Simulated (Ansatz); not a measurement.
# La3TlC (Pm-3m): phonons and vibrational spectra, part 2 of 2

Aim: the vibrations of La3TlC (Pm-3m), their spectra, and whether the structure is stable.

Ansatz 0.2.0; DFT PBEsol, scalar-relativistic, plane waves, PAW; PAW set soft_1.

So far. Step 3 (Tight relaxation): The forces vanish by symmetry and the pressure is 0.000 GPa, within the tolerances set. The cell now holds 27.53 Å³/atom. The relaxed cell has a = 5.163 Å (conventional setting).

### Step 4. Zone-centre response

The zone centre comes first: it holds the modes that light can see, as far as symmetry allows. No field response is asked, since the mesh shows no gap.

input.yaml reads:

```yaml
crystal:
  lattice:
    - [5.1631067513, 0.0, 0.0]
    - [0.0, 5.1631067513, 0.0]
    - [0.0, 0.0, 5.1631067513]
  atoms:
    - { symbol: La, position: [0.5, 0.0, 0.5] }
    - { symbol: La, position: [0.0, 0.5, 0.5] }
    - { symbol: La, position: [0.5, 0.5, 0.0] }
    - { symbol: Tl, position: [0.0, 0.0, 0.0] }
    - { symbol: C, position: [0.5, 0.5, 0.5] }
kpoints:
  mp_grid: { grid: [8, 8, 8] }
hamiltonian:
  xc: pbesol
  pseudopotentials: { kind: paw, azcp: { folder: soft_1 }, xc_functional: pbe }
scf:
  occupations: { method: methfessel_paxton, width: 0.2 }
output:
  eigenvalues: true
phonons:
  method: dfpt
```

Run with:

```console
$ ansatz run input.yaml --threads 4 --pin off --max-ram 10240MiB --backend cpu --events-out ev --progress --plain --runs-dir out
```

Numbers of over 12 decimals in the logs are rounded to 6 here.

The program printed:

```text
zone centre: on kpoints.mp_grid the ground state, and the responses unless they are solved on pairs of k-points, stand on 125 of the mesh's 512 k-points, reduced under 8 symmetry operations, with k and −k counted as one. Each operation leaves every solved displacement unchanged or reverses it
[...]
Crystal: 5 atoms, lattice volume = 137.636 Å³
Basis set: ecut = 420 eV, 2721 PW (Γ), exchange–correlation on 72×72×72 points (8 copies of the dense FFT grid, shifted against one another)
Bands: 30, of which v1, the nominal top of the filled ones, is band 25 counted from 1 (24 counted from 0)
Symmetry: 48 space group operations
k-points: 125 of 512 (irreducible under 8 space group operations)
[...]
SCF iter   1: F=—  HF=-30032.714261 eV  |F-HF|=—  |Δ(HF+E_count)|=         —  Δρ=5.15e-2  dr2=1.15e1  ethr=3.10e-3  ⟨swp⟩=4.9  Hψ=15900  notcnv=0
[...]
SCF iter   3: F=—  HF=-30030.282323 eV  |F-HF|=—  |Δ(HF+E_count)|=   3.67e-1  S|Δr|=    0.00e0  Δρ=9.19e-3  dr2=2.49e-1  ethr=3.10e-3  ⟨swp⟩=5.0  Hψ=24083  notcnv=0
automatic band count: the SCF goes on with 35 bands, as 30 were too few: they end inside the smearing window of the response
SCF iter   4: F=—  HF=-30030.224506 eV  |F-HF|=—  |Δ(HF+E_count)|=   5.78e-2  S|Δr|=    0.00e0  Δρ=1.95e-3  dr2=4.95e-3  ethr=4.98e-4  ⟨swp⟩=2.0  Hψ=6802  notcnv=0  defer=383
[...]
SCF iter  12: F=-30030.224392 eV  HF=-30030.224392 eV  |F-HF|=7.28e-12  |Δ(HF+E_count)|=  3.64e-11  S|Δr|=    0.00e0  Δρ=3.75e-8  dr2=1.27e-12  ethr=1.00e-12  ⟨swp⟩=16.4  Hψ=30127  notcnv=0
SCF 1 converged in 12 iterations: F = -30030.224392 eV  dr2 = 1.27e-12
[...]
DFPT response loops at Γ: preconditioner auto → Kerker (q_TF=auto, 2.305 Å⁻¹) (partly filled bands, converged f_vac=0.000); β = 1.00, the filter's whole step (`scf.mixing.beta` (0.50) is not read by the response loops under this deck's `scf.mixing.preconditioner`; to damp them name `kerker` or `kerker_dos`, under which they read `scf.mixing.beta`, and type it under 1.00, their step now; both keys bind the ground state too); Broyden in place of MSR1
SCF converged after 12 iterations
[...]
Free energy (F): -30030.224392 eV
[...]
Internal energy: -30030.220714 eV  (E = F + TS)
E sigma→0 (E₀):  -30030.223472 eV
Entropy (-TS):   -0.003678 eV (-0.736 meV/atom)
Fermi energy:    11.180352 eV
[...]
--- Band table (eV; the first three rows and the last of 125) ---
  k-point 0: bands = [... 21 lower, 10.7188, 10.7188, 10.7188, 11.2576, 11.2576, 11.2576, 12.2795, 12.2795, ... 6 higher]
  k-point 1: bands = [... 21 lower, 10.6748, 10.7475, 10.8474, 10.8939, 11.3101, 11.3101, 12.0588, 12.2415, ... 6 higher]
  k-point 2: bands = [... 21 lower, 10.6312, 10.6312, 10.8228, 11.2347, 11.2347, 11.2395, 12.0885, 12.3807, ... 6 higher]
  k-point 124: bands = [... 21 lower, 8.0626, 11.6316, 11.6316, 11.6316, 12.6576, 12.6576, 12.6576, 12.8522, ... 6 higher]
--- Phonons (Γ-DFPT): 4 representative perturbations + reference, on 125 of 512 k-points (Σ response iterations 13) ---
  k mesh reduced under 8 symmetry operations, with k and −k counted as one. Each operation leaves every solved displacement unchanged or reverses it
  ASR residual: 2.909e-5 → 0.000e0 eV/Å²; symmetrization residual: 2.019e-6 eV/Å²
  ASR residual per site (eV/Å²): 7.44e-6 7.44e-6 7.44e-6 2.91e-5 1.59e-5
  Γ frequencies (cm⁻¹): -151.12 -151.12 -151.12 -40.92 -40.92 -40.92 0.00 0.00 0.00 57.49 57.49 57.49 130.84 130.84 130.84
  non-analytic LO–TO correction: not included (Born effective charges unavailable; polar crystals: no LO–TO splitting at Γ)
```

Run time: 1.7 min. Hardware: 4 threads of Arm Neoverse V1, shared host; peak memory 2.5 GiB.

The column dr2 measures how far the density is from self-consistency, as an energy; F and HF (Harris–Foulkes) agree once it is small.

Numbers from this step:

| Item | Value |
| --- | --- |
| sum-rule residual before enforcement | 2.91e-5 eV/Å² |
| point group | m-3m |
| highest optical mode at the zone centre (no LO-TO term) | 130.8 cm⁻¹ |
| lowest optical zone-centre mode | -151.1 cm⁻¹ |

Patterns of degenerate modes are one choice out of their space. The modes at Γ (shares of kinetic energy by element, %) (negative means imaginary):

| mode | frequency (cm⁻¹) | symmetry | La % | Tl % | C % |
| --- | --- | --- | --- | --- | --- |
| 1 | -151.1 | T1u | 2 | 0 | 98 |
| 2 | -151.1 | T1u | 2 | 0 | 98 |
| 3 | -151.1 | T1u | 2 | 0 | 98 |
| 4 | -40.9 | T2u | 100 | 0 | 0 |
| 5 | -40.9 | T2u | 100 | 0 | 0 |
| 6 | -40.9 | T2u | 100 | 0 | 0 |
| 7 | 0.0 | acoustic | 66 | 32 | 2 |
| 8 | 0.0 | acoustic | 66 | 32 | 2 |
| 9 | 0.0 | acoustic | 66 | 32 | 2 |
| 10 | 57.5 | T1u | 32 | 68 | 0 |
| 11 | 57.5 | T1u | 32 | 68 | 0 |
| 12 | 57.5 | T1u | 32 | 68 | 0 |
| 13 | 130.8 | T1u | 100 | 0 | 0 |
| 14 | 130.8 | T1u | 100 | 0 | 0 |
| 15 | 130.8 | T1u | 100 | 0 | 0 |

Displacements in mode 1 (-151.1 cm⁻¹), the largest set to 1:
```
La1  0.00 -0.01 -0.02
La2  0.00 -0.01 -0.02
La3  0.00 -0.01 -0.03
Tl4  0.00  0.00 -0.01
C5  -0.01  0.39  1.00
```

Displacements in mode 15 (130.8 cm⁻¹), the largest set to 1:
```
La1  0.00 -0.11 -0.49
La2  0.00  0.05 -0.49
La3  0.00  0.05  1.00
Tl4  0.00  0.00 -0.02
C5   0.00 -0.02  0.15
```

Before it was imposed, the acoustic sum rule was missed by 2.9e-5 eV/Å². Small misses are needed for a sound result but don't prove that mesh and cutoff are converged. The lowest optical mode is imaginary, 151.1i cm⁻¹, so the energy falls along it.

### Step 5. Phonons on a q mesh

Stability and thermal properties need the whole zone. Linear response on a 2×2×2 q mesh gives force constants as far as a supercell of that size would.

Edit input.yaml of step 4 so:

```diff
@@ -22 +22,8 @@
   method: dfpt
+  qmesh: [2, 2, 2]
+  temperatures: { t_max: 1000, t_step: 50 }
+  qpath:
+    path:
+      - [[0.0, 0.0, 0.0], [0.0, 0.5, 0.0], [0.5, 0.5, 0.0], [0.0, 0.0, 0.0], [0.5, 0.5, 0.5], [0.0, 0.5, 0.0]]
+      - [[0.5, 0.5, 0.5], [0.5, 0.5, 0.0]]
+    npoints: 10
```

The program printed:

```text
[...]
Crystal: 5 atoms, lattice volume = 137.636 Å³
Basis set: ecut = 420 eV, 2721 PW (Γ), exchange–correlation on 72×72×72 points (8 copies of the dense FFT grid, shifted against one another)
Bands: 30, of which v1, the nominal top of the filled ones, is band 25 counted from 1 (24 counted from 0)
Symmetry: 48 space group operations
k-points: 35 of 512
[...]
SCF iter   1: F=—  HF=-30032.714279 eV  |F-HF|=—  |Δ(HF+E_count)|=         —  Δρ=5.15e-2  dr2=1.15e1  ethr=3.10e-3  ⟨swp⟩=4.9  Hψ=4517  notcnv=0
[...]
SCF iter  12: F=-30030.224392 eV  HF=-30030.224392 eV  |F-HF|=7.28e-12  |Δ(HF+E_count)|=  1.82e-11  S|Δr|=    0.00e0  Δρ=3.75e-8  dr2=1.19e-12  ethr=1.00e-12  ⟨swp⟩=16.5  Hψ=8530  notcnv=0
SCF 1 converged in 12 iterations: F = -30030.224392 eV  dr2 = 1.19e-12
[...]
SCF iter   4: F=-30030.224392 eV  HF=-30030.224392 eV  |F-HF|=1.09e-11  |Δ(HF+E_count)|=  1.82e-11  S|Δr|=    0.00e0  Δρ=1.06e-7  dr2=5.56e-12  ethr=1.00e-12  ⟨swp⟩=2.0  Hψ=2083  notcnv=0
SCF 2 converged in 4 iterations: F = -30030.224392 eV  dr2 = 5.56e-12
phonons: the bands overlap, so this run is a metal and interpolates without the dipole-dipole term. If the crystal is really an insulator or semiconductor, its LO-TO splitting is missing
NSCF: frozen V_eff on 35 k-points
WARN: eigensolver did not converge in 12 slots of this pass, the one above among them; of largest residual over every band (k=33): 1 band(s) unlocked (lowest unlocked band 34, counted from 0; max residual 3.17e-3 eV among the unlocked bands, 3.17e-3 eV over every band); of lowest unlocked band (k=1): band 34
[...]
DFPT response loops at q = (0, 0, 0) (fractional): preconditioner auto → Kerker (q_TF=auto, 2.305 Å⁻¹) (partly filled bands, converged f_vac=0.000); β = 1.00, the filter's whole step (`scf.mixing.beta` (0.50) is not read by the response loops under this deck's `scf.mixing.preconditioner`; to damp them name `kerker` or `kerker_dos`, under which they read `scf.mixing.beta`, and type it under 1.00, their step now; both keys bind the ground state too); Broyden in place of MSR1
[...]
SCF converged after 12 iterations
[...]
Free energy (F): -30030.224392 eV
[...]
Internal energy: -30030.220714 eV  (E = F + TS)
E sigma→0 (E₀):  -30030.223472 eV
Entropy (-TS):   -0.003678 eV (-0.736 meV/atom)
Fermi energy:    11.180352 eV
[...]
--- Band table (eV; the first three rows and the last of 35) ---
  k-point 0: bands = [... 21 lower, 10.7188, 10.7188, 10.7188, 11.2576, 11.2576, 11.2576, 12.2795, 12.2795, ... 6 higher]
  k-point 1: bands = [... 21 lower, 10.6748, 10.7475, 10.8474, 10.8939, 11.3101, 11.3101, 12.0588, 12.2415, ... 6 higher]
  k-point 2: bands = [... 21 lower, 10.6312, 10.6312, 10.8228, 11.2347, 11.2347, 11.2395, 12.0885, 12.3807, ... 6 higher]
  k-point 34: bands = [... 21 lower, 8.0626, 11.6316, 11.6316, 11.6316, 12.6576, 12.6576, 12.6576, 12.8522, ... 6 higher]
--- Phonons (Γ-DFPT): 4 representative perturbations + reference (Σ response iterations 13) ---
  ASR residual: 2.856e-5 → 0.000e0 eV/Å²; symmetrization residual: 1.604e-6 eV/Å²
  ASR residual per site (eV/Å²): 1.17e-5 1.17e-5 1.17e-5 2.30e-5 2.86e-5
[...]
--- Phonons (arbitrary-q DFPT): 4 irreducible q on the 2×2×2 mesh ---
  q = [0.0000, 0.0000, 0.0000] (star 1, of the zone-centre solve; hermiticity 5.44e-7, symmetrization 2.81e-12): -151.12 -151.12 -151.12 -40.92 -40.92 -40.92 -0.00 -0.00 0.00 57.49 57.49 57.49 130.84 130.84 130.84
  q = [0.0000, 0.0000, -0.5000] (star 3, 9 solved perturbations in 975 linear systems a pass and spin channel, the states on 125 of 512 k-point pairs; hermiticity 2.56e-7, symmetrization 1.03e-8): -97.14 -97.14 45.11 45.11 58.64 58.91 66.94 66.94 70.35 70.35 87.61 130.06 130.06 130.85 377.55
[...]
sum rule: each row above includes the acoustic sum rule's correction from the zone centre's row sums; it moved no ω² by more than (0.80 cm⁻¹)²
  mesh force constants: q→R imaginary residual 2.49e-18; ASR residual 2.856e-5 → 0.000e0 eV/Å²; symmetrization residual 5.329e-15 eV/Å²
  interpolated dispersion: 62 rows × 15 modes
  density of states and harmonic sums: on the 12×12×12 q-mesh, interpolated from the force constants of a 2×2×2 supercell (no non-analytic term)
  largest difference from the sums on the solved wave vectors: F 3.68e-1 eV, S 4.91e-4 and C_V 1.25e-4 eV/K
  zero-point energy: 0.099098 eV/cell   skipped modes (ω ≤ 0): 102, of them read as no rigid motion or as one in doubt: 99 (8.154e-1 modes/cell left out, lowest -151.12 cm⁻¹)   left out of the sums: 5.45e-2 of the cell's modes: C_V's classical limit lies that fraction below 3 k_B per atom; for a crystal, a wire or a layer, F and S can be off by more, and a phonons.interpolated_qmesh denser along its periods is the remedy for the sampling
```

The job ended after 7.8 min (4 threads; peak memory 2 GiB).

Numbers from this step:

```
sum-rule residual before enforcement                    : 2.86e-5 eV/Å²
lowest frequency on the path                            : -151.1 cm⁻¹
highest frequency on the path or at a solved wavevector : 383.6 cm⁻¹
lowest mode on the q mesh (acoustic modes at Γ apart)   : -151.1 cm⁻¹
```

Frequencies (cm⁻¹) solved at each irreducible wavevector; negative means imaginary. Frequencies by wavevector, by row:

| q in reciprocal lattice units | star | mode 1 | mode 2 | mode 3 | mode 4 | mode 13 | mode 14 | mode 15 |
| --- | --- | --- | --- | --- | --- | --- | --- | --- |
| 0 0 0 | 1 | -151.1 | -151.1 | -151.1 | -40.9 | 130.8 | 130.8 | 130.8 |
| 0 0 -0.5 | 3 | -97.1 | -97.1 | 45.1 | 45.1 | 130.1 | 130.8 | 377.6 |
| 0 -0.5 -0.5 | 3 | 14.2 | 55.2 | 55.2 | 56.1 | 243 | 371.1 | 371.1 |
| -0.5 -0.5 -0.5 | 1 | -25.1 | -25.1 | -25.1 | 47.9 | 383.6 | 383.6 | 383.6 |

Interpolated from a 2×2×2 q mesh. The phonon branches at the labelled points (cm⁻¹):

| point | branch 1 | branch 2 | branch 3 | branch 4 | branch 12 | branch 13 | branch 14 | branch 15 |
| --- | --- | --- | --- | --- | --- | --- | --- | --- |
| Γ | -151 | -151 | -151 | -41 | 58 | 131 | 131 | 131 |
| halfway | -119 | -119 | 22 | 22 | 127 | 127 | 131 | 245 |
| X | -97 | -97 | 45 | 45 | 130 | 130 | 131 | 378 |
| halfway | 34 | 39 | 47 | 50 | 144 | 179 | 261 | 374 |
| M | 14 | 55 | 55 | 56 | 154 | 243 | 371 | 371 |
| halfway | 15 | 19 | 36 | 41 | 136 | 139 | 253 | 253 |
| Γ | -151 | -151 | -151 | -41 | 58 | 131 | 131 | 131 |
| halfway | 9 | 33 | 33 | 52 | 150 | 273 | 273 | 273 |
| R | -25 | -25 | -25 | 48 | 185 | 384 | 384 | 384 |
| halfway | 25 | 28 | 37 | 53 | 159 | 292 | 292 | 376 |
| X | -97 | -97 | 45 | 45 | 130 | 130 | 131 | 378 |
| jump to R | -25 | -25 | -25 | 48 | 185 | 384 | 384 | 384 |
| halfway | -15 | 29 | 29 | 52 | 171 | 320 | 377 | 377 |
| M | 14 | 55 | 55 | 56 | 154 | 243 | 371 | 371 |

Tetrahedra on a 12×12×12 mesh, mean over bins of 5 cm-1. Interpolated from a 2×2×2 q mesh. Phonon density of states against wavenumber; read off at these points:

wavenumber (cm⁻¹), phonon density of states (1/cm⁻¹/cell) and a bar:
```
     -152      0.000 
     -138      0.001 
     -122      0.001 
     -108      0.002 
      -92      0.004 
      -82      0.005 
      -68      0.005 #
      -52      0.005 #
      -38      0.008 #
      -22      0.011 #
       -8      0.014 #
        8      0.019 ##
       22      0.057 ######
       38      0.087 ########
       48      0.106 ##########
       52      0.309 ##############################
       62      0.089 #########
       78      0.071 #######
       92      0.086 ########
      108      0.051 #####
      112      0.185 ##################
      122      0.006 #
      128      0.045 ####
      138      0.039 ####
      152      0.037 ####
      168      0.018 ##
      182      0.010 #
      192      0.008 #
      208      0.008 #
      222      0.008 #
      238      0.008 #
      252      0.009 #
      268      0.009 #
      282      0.009 #
      298      0.009 #
      312      0.009 #
      322      0.013 #
      338      0.014 #
      352      0.013 #
      368      0.035 ###
      372      0.036 ###
      382      0.003
```

The partial phonon density of states has structure finer than the step of the table below, so its rows give means over 10 cm⁻¹, whole bins alone (the curve runs from -161 to 402 cm⁻¹). Peaks (cm⁻¹: height): C 203.7: 0.0124, 278.1: 0.0204, 338.3: 0.0326, 370.2: 0.0419; La 37.2: 0.0745, 93.9: 0.0761, 111.6: 0.108; Tl 55.0: 0.172.

Phonopy on the run's constants, 11x11x11 mesh, Gaussian sigma 4.0 cm-1. Interpolated from a 2×2×2 q mesh. Table of partial phonon density of states by wavenumber; means over each step; values in 1/cm⁻¹/cell:

| wavenumber (cm⁻¹) | C | La | Tl |
| --- | --- | --- | --- |
| -150 | 7.5e-4 | 2.0e-5 | 0 |
| -140 | 0.00124 | 3.7e-5 | 0 |
| -130 | 0.00122 | 5.8e-5 | 0 |
| -120 | 0.00159 | 1.2e-4 | 0 |
| -110 | 0.00105 | 2.1e-4 | 1.5e-6 |
| -100 | 0.00325 | 7.3e-4 | 1.5e-5 |
| -90 | 0.00341 | 8.9e-4 | 2.9e-5 |
| -80 | 0.00284 | 0.00126 | 3.0e-5 |
| -70 | 0.00197 | 0.00131 | 6.3e-5 |
| -60 | 0.00342 | 0.00375 | 1.1e-4 |
| -50 | 0.00217 | 0.00505 | 9.6e-5 |
| -40 | 0.00130 | 0.00648 | 7.1e-5 |
| -30 | 7.4e-4 | 0.00864 | 1.7e-4 |
| -20 | 3.5e-4 | 0.0140 | 2.1e-4 |
| -10 | 1.4e-4 | 0.0107 | 1.4e-4 |
| 0 | 1.3e-4 | 0.00868 | 1.5e-4 |
| 10 | 1.4e-4 | 0.0204 | 4.2e-4 |
| 20 | 2.6e-4 | 0.0446 | 0.00254 |
| 30 | 7.3e-4 | 0.0682 | 0.0110 |
| 40 | 0.00122 | 0.0677 | 0.0340 |
| 50 | 0.00122 | 0.0483 | 0.127 |
| 60 | 0.00191 | 0.0547 | 0.0986 |
| 70 | 0.00254 | 0.0645 | 0.0203 |
| 80 | 0.00352 | 0.0617 | 0.00382 |
| 90 | 0.00429 | 0.0715 | 8.9e-4 |
| 100 | 0.00475 | 0.0601 | 2.0e-4 |
| 110 | 0.00240 | 0.0873 | 1.0e-4 |
| 120 | 8.2e-4 | 0.0499 | 4.6e-5 |
| 130 | 0.00267 | 0.0399 | 2.5e-5 |
| 140 | 0.00373 | 0.0363 | 3.5e-5 |
| 150 | 0.00291 | 0.0284 | 1.5e-5 |
| 160 | 0.00469 | 0.0171 | 1.0e-5 |
| 170 | 0.00819 | 0.00963 | 1.0e-5 |
| 180 | 0.00630 | 0.00396 | 1.0e-5 |
| 190 | 0.00952 | 0.00116 | 1.7e-5 |
| 200 | 0.00995 | 6.3e-4 | 2.0e-5 |
| 210 | 0.00794 | 4.8e-4 | 1.2e-5 |
| 220 | 0.00673 | 3.8e-4 | 5.3e-6 |
| 230 | 0.00620 | 2.9e-4 | 5.3e-6 |
| 240 | 0.00487 | 2.4e-4 | 0 |
| 250 | 0.00478 | 1.7e-4 | 0 |
| 260 | 0.00396 | 8.6e-5 | 0 |
| 270 | 0.0130 | 7.0e-5 | 5.9e-6 |
| 280 | 0.0183 | 9.1e-5 | 1.3e-5 |
| 290 | 0.0107 | 6.0e-5 | 8.6e-6 |
| 300 | 0.00613 | 2.7e-5 | 4.0e-7 |
| 310 | 0.00508 | 3.0e-5 | 0 |
| 320 | 0.00413 | 3.0e-5 | 0 |
| 330 | 0.00874 | 1.6e-5 | 2.0e-6 |
| 340 | 0.0276 | 1.0e-5 | 1.0e-5 |
| 350 | 0.0135 | 1.0e-5 | 5.8e-6 |
| 360 | 0.0111 | 1.0e-5 | 9.5e-7 |
| 370 | 0.0336 | 9.4e-6 | 1.3e-5 |
| 380 | 0.0157 | 1.1e-6 | 4.0e-6 |
| 390 | 7.4e-4 | 0 | 0 |

Symmetry leaves 4 wavevectors to solve. The lowest mode among them, the acoustic zeros apart, lies at Γ and is imaginary, 151.1i cm⁻¹, so the energy falls along it.

### Step 6. Isotope substitution, element C, natural mass 12.011 amu

An isotope changes the mass and not the force constants, so no new electronic calculation is needed; the shifts show which modes move this element.

The same force constants with the mass of C changed from 12.011 to 13.003 u (phonopy, no LO-TO term). Both lists are sorted by frequency; levels can cross, so a row need not hold one and the same mode. Modes under 3 cm⁻¹ are left out. Isotope shifts, by row, the first 40 of 57 rows:

| q | rank | natural mass (cm⁻¹) | changed mass (cm⁻¹) |
| --- | --- | --- | --- |
| 0 0 0 | 1 | -151.1 | -145.4 |
| 0 0 0 | 2 | -151.1 | -145.4 |
| 0 0 0 | 3 | -151.1 | -145.4 |
| 0 0 0 | 4 | -40.92 | -40.92 |
| 0 0 0 | 5 | -40.92 | -40.92 |
| 0 0 0 | 6 | -40.92 | -40.92 |
| 0 0 0 | 10 | 57.49 | 57.49 |
| 0 0 0 | 11 | 57.49 | 57.49 |
| 0 0 0 | 12 | 57.49 | 57.49 |
| 0 0 0 | 13 | 130.8 | 130.8 |
| 0 0 0 | 14 | 130.8 | 130.8 |
| 0 0 0 | 15 | 130.8 | 130.8 |
| 0 0 -0.5 | 1 | -97.14 | -94.74 |
| 0 0 -0.5 | 2 | -97.14 | -94.74 |
| 0 0 -0.5 | 3 | 45.11 | 45.11 |
| 0 0 -0.5 | 4 | 45.11 | 45.11 |
| 0 0 -0.5 | 5 | 58.64 | 58.64 |
| 0 0 -0.5 | 6 | 58.91 | 58.91 |
| 0 0 -0.5 | 7 | 66.94 | 66.3 |
| 0 0 -0.5 | 8 | 66.94 | 66.3 |
| 0 0 -0.5 | 9 | 70.35 | 70.35 |
| 0 0 -0.5 | 10 | 70.35 | 70.35 |
| 0 0 -0.5 | 11 | 87.61 | 87.61 |
| 0 0 -0.5 | 12 | 130.1 | 129.4 |
| 0 0 -0.5 | 13 | 130.1 | 129.4 |
| 0 0 -0.5 | 14 | 130.8 | 130.8 |
| 0 0 -0.5 | 15 | 377.6 | 362.9 |
| 0 -0.5 -0.5 | 1 | 14.18 | 14.18 |
| 0 -0.5 -0.5 | 2 | 55.16 | 55.16 |
| 0 -0.5 -0.5 | 3 | 55.16 | 55.16 |
| 0 -0.5 -0.5 | 4 | 56.09 | 56.09 |
| 0 -0.5 -0.5 | 5 | 66.29 | 66.29 |
| 0 -0.5 -0.5 | 6 | 66.29 | 66.29 |
| 0 -0.5 -0.5 | 7 | 70.89 | 70.89 |
| 0 -0.5 -0.5 | 8 | 70.89 | 70.89 |
| 0 -0.5 -0.5 | 9 | 98.94 | 98.94 |
| 0 -0.5 -0.5 | 10 | 104.9 | 104.6 |
| 0 -0.5 -0.5 | 11 | 109.1 | 109.1 |
| 0 -0.5 -0.5 | 12 | 153.7 | 153.7 |
| 0 -0.5 -0.5 | 13 | 243 | 234.2 |

A mode of this element alone would shift by -3.89 %. The highest zone-centre frequency without the field goes from 130.8 to 130.8 cm⁻¹ (+0.0 %).

### Step 7. Another isotope, element Tl, natural mass 204.38 amu

The same for Tl, from 204.38 to 202.97 u.

A mode of this element alone would shift by +0.35 %. The highest zone-centre frequency without the field goes from 130.8 to 130.8 cm⁻¹ (+0.0 %).

### Step 8. Results

```yaml
space_group_after_relaxation_within_0p01_a: Pm-3m
volume_per_atom: 27.5 Å³
electronic_character: no gap on this mesh
highest_optical_mode_at_the_zone_centre_no_lo_to_term: 131 cm⁻¹
lowest_optical_zone_centre_mode: -151 cm⁻¹
lowest_mode_on_the_q_mesh_acoustic_modes_at_gamma_apart: -151 cm⁻¹
highest_frequency_on_the_path_or_at_a_solved_wavevector: 384 cm⁻¹
imaginary_modes_on_the_2x2x2_q_mesh: yes
```

What this shows: Modes are clearly imaginary (beyond 10i cm⁻¹) at 3 of the 4 irreducible wavevectors, most at Γ (151.1i cm⁻¹), so this structure is not a minimum of the energy. The optical modes at Γ span -151 to 131 cm⁻¹ (negative means imaginary). The highest mode in this list at Γ, 130.8 cm⁻¹, is mostly motion of La (100 % of the kinetic energy). With no gap, or one that is small against the smearing, the frequencies hang on the k mesh and the smearing, most of all near Kohn anomalies. Spin-orbit coupling is left out, which can matter for the heavy elements here. The PAW files were made for PBE and serve the other functionals too. A phonon run warned that its eigensolver left some bands unconverged in a pass. These are harmonic frequencies at zero temperature: anharmonic shifts, linewidths and thermal expansion are left out.

[Logs are printed without paths, hosts, clocks, repeated set-up lines and the standing remarks that a program may print on its own settings, such as how far it seeks lower states.]

[Hosts, paths, dates, database ids (printed as entryN), source tags and the programs' standing remarks are cut or masked in the printed files.]
